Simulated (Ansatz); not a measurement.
# A hypothetical structure for TiCr3, part 2 of 2

This structure for TiCr3 is made up. Its elements were placed in a known structure type with a cell scaled to their sizes. What cell does the guess relax to, and how far off was it?

Ansatz 0.2.0; DFT, PBE, plane-wave PAW, files of the set soft_1, scalar-relativistic, ferromagnetic start, cell and ions relaxed at zero pressure; PAW set soft_1 (the session's first sound run).

So far: The structure; Relaxing cell and atoms. The relaxed cell has a, b, c = 2.929, 4.139, 8.333 Å (conventional setting).

**3. Bands of the relaxed cell**

With the geometry fixed, one more self-consistent run, with a narrower smearing and the mesh shown in its input, gives the bands, and its pressure, and its forces where symmetry allows any, show how far the geometry depends on these settings.

This step: DFT, PBE, plane-wave PAW, files of the set soft_1, scalar-relativistic, no spin, bands and density of states at the relaxed cell; PAW set soft_1 (Ansatz 0.2.0).

The input, input.yaml:

```yaml
crystal:
  lattice:
    - [-1.4647155383, 2.0693871757, 4.166710099]
    - [1.4647155383, -2.0693871757, 4.166710099]
    - [1.4647155383, 2.0693871757, -4.166710099]
  atoms:
    - { symbol: Cr, position: [0.0, 0.5, 0.5] }
    - { symbol: Cr, position: [0.2391651694, 0.2391651694, 0.0] }
    - { symbol: Cr, position: [0.7608348306, 0.7608348306, 0.0] }
    - { symbol: Ti, position: [0.5, 0.0, 0.5] }
kpoints:
  mp_grid: { grid: [12, 12, 12] }
  band_path:
    path:
      - [[0.0, 0.0, 0.0], [-0.280893, 0.280893, 0.280893], [-0.46922825, 0.46922825, 0.09255774], [-0.5, 0.5, 0.0], [-0.75, 0.25, 0.25], [-0.5, 0.0, 0.5], [-0.719107, -0.280893, 0.719107], [-0.5, -0.5, 0.5], [0.0, 0.0, 0.0], [-0.31166475, 0.31166475, -0.31166475], [-0.5, 0.0, 0.0], [-0.75, 0.25, 0.25]]
      - [[-0.53077175, 0.53077175, -0.09255774], [-0.31166475, 0.31166475, -0.31166475]]
      - [[-0.68833525, -0.31166475, 0.31166475], [-0.5, -0.5, 0.5]]
    npoints: 6
scf:
  occupations: { method: fermi_dirac, width: 0.03 }
  n_extra_bands: 8
hamiltonian:
  xc: pbe
  pseudopotentials: { kind: paw, azcp: { folder: soft_1 } }
output:
  forces: true
  stress: true
  write_bands: true
  dos: { projected: true }
  write_density: true
  write_potential: true
  elf: true
  volumetric_format: npy
```

Launch:

```
$ ansatz run input.yaml --threads 4 --pin off --max-ram 8192MiB --backend cpu --events-out ev --progress --plain --runs-dir out
```

Numbers of over 12 decimals in the logs are rounded to 6 here.

What it wrote:

```text
[...]
Crystal: 4 atoms, lattice volume = 50.518 Å³
Basis set: ecut = 420 eV, 987 PW (Γ), exchange–correlation on 72×72×72 points (8 copies of the dense FFT grid, shifted against one another)
Bands: 35, of which v1, the nominal top of the filled ones, is band 27 counted from 1 (26 counted from 0)
Symmetry: 8 space group operations
[...]
k-points: 280 of 1728
[...]
SCF iter   1: F=—  HF=-12643.621245 eV  |F-HF|=—  |Δ(HF+E_count)|=         —  Δρ=3.77e-1  dr2=1.02e2  ethr=3.10e-3  ⟨swp⟩=3.3  Hψ=29655  notcnv=0
[...]
SCF iter  10: F=-12632.819924 eV  HF=-12632.819924 eV  |F-HF|=8.25e-9  |Δ(HF+E_count)|=   7.67e-8  Δρ=3.63e-6  dr2=9.88e-9  ethr=1.85e-10  ⟨swp⟩=10.7  Hψ=57395  notcnv=0
SCF 1 converged in 10 iterations: F = -12632.819924 eV  dr2 = 9.88e-9
[...]
NSCF: frozen V_eff on 81 k-points
SCF converged after 10 iterations
Free energy (F): -12632.819924 eV
[...]
Internal energy: -12632.809553 eV  (E = F + TS)
E sigma→0 (E₀):  -12632.814739 eV
Entropy (-TS):   -0.010370 eV (-2.593 meV/atom)
Fermi energy:    17.553603 eV
[...]
--- Forces (eV/Å), atoms counted from 1 ---
  atom   1  Cr     0.00000000     0.00000000     0.00000000
  atom   2  Cr     0.00000000    -0.00000000    -0.00841262
  atom   3  Cr     0.00000000     0.00000000     0.00841262
  atom   4  Ti     0.00000000     0.00000000    -0.00000000
  max |Σ_I F_I| component: 1.89e-29 eV/Å
--- Stress (GPa, compression-positive) ---
        0.003620      -0.000000      -0.000000
       -0.000000      -0.098124       0.000000
       -0.000000       0.000000      -0.134768
  P = ⅓ Tr σ = -0.0764 GPa (-0.764 kbar)
--- Band table (eV; the first three rows and the last of 280) ---
  k-point 0: bands = [... 23 lower, 17.0661, 17.3813, 17.4891, 17.5230, 18.0328, 18.6081, 18.9977, 19.0115, ... 4 higher]
  k-point 1: bands = [... 23 lower, 16.9292, 17.1514, 17.4540, 17.6756, 17.8514, 18.1952, 18.9943, 19.0289, ... 4 higher]
  k-point 2: bands = [... 23 lower, 16.6547, 16.8411, 17.2801, 17.3605, 17.6308, 18.1211, 18.9202, 19.0571, ... 4 higher]
  k-point 279: bands = [... 23 lower, 16.8780, 16.8948, 17.2739, 18.5786, 18.6588, 18.9564, 19.1385, 19.2236, ... 4 higher]
```

The job ended after 8.2 s (4 threads of AMD EPYC 7R13 (Zen 3), shared host; peak memory 0.76 GiB; 31 s of CPU time).

This step gave:

| Property | Result |
| --- | --- |
| free energy | -12632.8199 eV |
| energy at zero smearing | -12632.8147 eV |
| smearing term TS | 0.01037 eV |
| Fermi energy | 17.55 eV |
| pressure | -0.07642 GPa |

From bands.tsv, the bands that come nearest the Fermi level along the path, at its corners, in eV from the Fermi level:

| point | band 23 | band 24 | band 25 | band 26 | band 27 | band 28 | band 29 | band 30 |
| --- | --- | --- | --- | --- | --- | --- | --- | --- |
| Γ | -1.63 | -0.49 | -0.17 | -0.06 | -0.03 | 0.48 | 1.05 | 1.44 |
| X | -1.55 | -1.29 | -1.28 | -1.17 | -0.87 | 0.75 | 0.90 | 1.46 |
| L | -1.49 | -1.42 | -1.24 | -0.64 | 0.59 | 1.13 | 1.21 | 1.61 |
| T | -1.53 | -1.36 | -1.02 | -0.72 | 1.00 | 1.49 | 1.52 | 1.59 |
| W | -1.49 | -1.34 | -0.01 | 0.04 | 0.05 | 0.29 | 1.25 | 1.57 |
| R | -1.41 | -1.27 | -1.13 | -0.91 | -0.68 | 0.23 | 0.88 | 1.16 |
| X1 | -1.55 | -1.29 | -1.28 | -1.17 | -0.87 | 0.75 | 0.90 | 1.46 |
| Z | -1.14 | -0.68 | -0.66 | -0.28 | 1.02 | 1.11 | 1.40 | 1.58 |
| Γ | -1.63 | -0.49 | -0.17 | -0.06 | -0.03 | 0.48 | 1.05 | 1.44 |
| Y | -0.71 | -0.56 | -0.30 | -0.28 | 0.02 | 0.04 | 0.67 | 0.90 |
| S | -0.89 | -0.75 | -0.30 | -0.27 | 0.04 | 0.48 | 0.70 | 0.75 |
| W | -1.49 | -1.34 | -0.01 | 0.04 | 0.05 | 0.29 | 1.25 | 1.57 |
| L1 | -1.49 | -1.42 | -1.24 | -0.64 | 0.59 | 1.13 | 1.21 | 1.61 |
| Y | -0.71 | -0.56 | -0.30 | -0.28 | 0.02 | 0.04 | 0.67 | 0.90 |
| Y1 | -0.71 | -0.56 | -0.30 | -0.28 | 0.02 | 0.04 | 0.67 | 0.90 |
| Z | -1.14 | -0.68 | -0.66 | -0.28 | 1.02 | 1.11 | 1.40 | 1.58 |

States per cell as run, both spins, in windows of 1 eV, from dos.tsv (zero at the Fermi level): Near the top, bands beyond those computed are missing, so counts there can be too low.

| from | to | total |
| --- | --- | --- |
| -8 | -7 | 0.00 |
| -7 | -6 | 0.19 |
| -6 | -5 | 0.42 |
| -5 | -4 | 0.74 |
| -4 | -3 | 2.76 |
| -3 | -2 | 4.78 |
| -2 | -1 | 6.85 |
| -1 | 0 | 6.29 |
| 0 | 1 | 3.04 |

Below -8 eV lie 32.0 more states.

ELF in the ac plane of the conventional cell at fractional y = 0.000, with atoms of Cr and Ti within 0.2 Å of it. It is the smooth field of the valence electrons, not physical close to the nuclei.

Ten even steps from '_' (0.13) to '@' (0.89), each cell a mean:
```
==::____--**%%@@%%++::____--
----......--======--....::--
............................
----::......::::::......::--
%%##++::____::--::____--++##
@@@@**::____::--..____--##@@
%%##++::__..--==::____--++##
----::..__..----::..__..::--
......________..________....
--::..____::------..____..::
--..__..==**######**--____::
::____::**####**####++..__..
::..__..++##########++..__..
--::____::==****++==..____::
::....______......______....
......__......::............
++++--..__..--==--..__::==++
@@%%**::____::--::____--**%%
@@%%**::____::--..____--**%%
**++==..__..::--::..__::==++
..::......................::
::::::....::::::::......::::
==--..__::++**##**==::__..--
--::____--##@@@@@@**::____::
```
Columns run along a (2.9 Å), rows up along c (8.3 Å), edges of the conventional cell, whose origin can differ from the input's. Atoms in or near the plane, at fractional coordinates: Cr at (0.50, 0.00), Cr at (0.00, 0.24), Cr at (0.00, 0.76), Ti at (0.50, 0.50).

Valence density in the ac plane of the conventional cell at fractional y = 0.000, with atoms of Cr and Ti within 0.2 Å of it. It is the smooth field of the valence electrons, not physical close to the nuclei.

Values in e/Å³, 24 rows by 14 columns, each cell a mean:
```
 0  0  0  1  3  7 13 15 12  6  2  1  0  0
 0  0  0  0  1  2  3  4  3  2  1  0  0  0
 0  0  0  0  0  0  1  1  1  0  0  0  0  0
 3  2  1  1  0  0  0  0  0  0  0  1  1  2
12  9  5  2  1  0  0  0  0  0  1  2  6 10
21 16  8  3  1  0  0  0  0  0  1  4 10 17
12  9  5  2  1  0  0  0  0  0  1  2  6 10
 3  2  1  1  0  0  0  0  0  0  0  1  1  2
 0  0  0  0  0  0  0  0  0  0  0  0  0  0
 0  0  0  0  0  1  1  1  1  1  0  0  0  0
 0  0  0  1  2  4  6  6  5  3  1  0  0  0
 0  0  0  1  3  7 10 12 10  6  2  1  0  0
 0  0  0  1  3  6  9 10  8  5  2  1  0  0
 0  0  0  0  1  2  3  3  3  2  1  0  0  0
 0  0  0  0  0  0  1  1  0  0  0  0  0  0
 1  1  1  0  0  0  0  0  0  0  0  0  1  1
 6  5  3  1  0  0  0  0  0  0  1  1  3  5
18 14  7  2  1  0  0  0  0  0  1  3  8 15
18 14  7  2  1  0  0  0  0  0  1  3  9 15
 7  5  3  1  0  0  0  0  0  0  1  1  3  6
 1  1  1  0  0  0  0  0  0  0  0  0  1  1
 0  0  0  0  1  1  1  1  1  1  0  0  0  0
 0  0  0  1  2  4  7  9  7  4  1  0  0  0
 0  0  0  1  4  9 17 20 15  8  3  1  0  0
```
Columns run along a (2.9 Å), rows up along c (8.3 Å), edges of the conventional cell, whose origin can differ from the input's. Atoms in or near the plane, at fractional coordinates: Cr at (0.50, 0.00), Cr at (0.00, 0.24), Cr at (0.00, 0.76), Ti at (0.50, 0.50).

Electrostatic potential energy in the ac plane of the conventional cell at fractional y = 0.000, with atoms of Cr and Ti within 0.2 Å of it. With pseudopotentials it is smooth inside the atoms' cores, unlike the true potential.

Ten even steps from '0' (-22 eV) to '9' (18 eV), each cell a mean:
```
99852123212689
99975322235899
88888776788888
23468999998643
22136999985212
43125899984113
22136999985212
23468999998643
88889888889888
99986533457899
99862100013689
99741000001589
99841000002589
99974211125799
99988766678999
56789999998865
11257999997421
32125899984113
32125899984113
11247999997421
56788998998865
99987544467899
99963112124799
99841234312589
```
Columns run along a (2.9 Å; values clipped at the 3rd and 97th percentile), rows up along c (8.3 Å), edges of the conventional cell, whose origin can differ from the input's. Atoms in or near the plane, at fractional coordinates: Cr at (0.50, 0.00), Cr at (0.00, 0.24), Cr at (0.00, 0.76), Ti at (0.50, 0.50).

**4. What came out**

- space group, relaxed: Immm
- conventional cell: a = 2.929, b = 4.139, c = 8.333 Å; α = 90.0°, β = 90.0°, γ = 90.0°
- volume per atom: 12.63 Å³ (guess 11.83)
- total moment: 0.00 μB in the cell of 4 atoms

TiCr3 relaxes to Immm with a = 2.929, b = 4.139 and c = 8.333 Å. The guessed volume was 6 % too small. The space group Immm was held in the relaxation, so the end point is a stationary structure within it and may be a saddle against distortions or other arrangements. The moments died out from this one start and weren't seeded again at the relaxed cell. Bands cross the Fermi level, so it is a metal or semimetal at this level. On the 12×12×12 mesh with the narrower smearing (relaxed on 11×11×11) the largest force component is 0.008 eV/Å and the largest stress component is 0.135 GPa, against the relaxation's thresholds of 0.015 eV/Å and 0.05 GPa. The cutoff wasn't tested. No dispersion term is used, so weakly bound directions may come out too long. Nothing here tests whether the compound is stable against decomposition.

[Logs are printed without paths, hosts, clocks, repeated set-up lines and the standing remarks that a program may print on its own settings, such as how far it seeks lower states.]

[Hosts, paths, dates, database ids (printed as entryN), source tags and the programs' standing remarks are cut or masked in the printed files.]
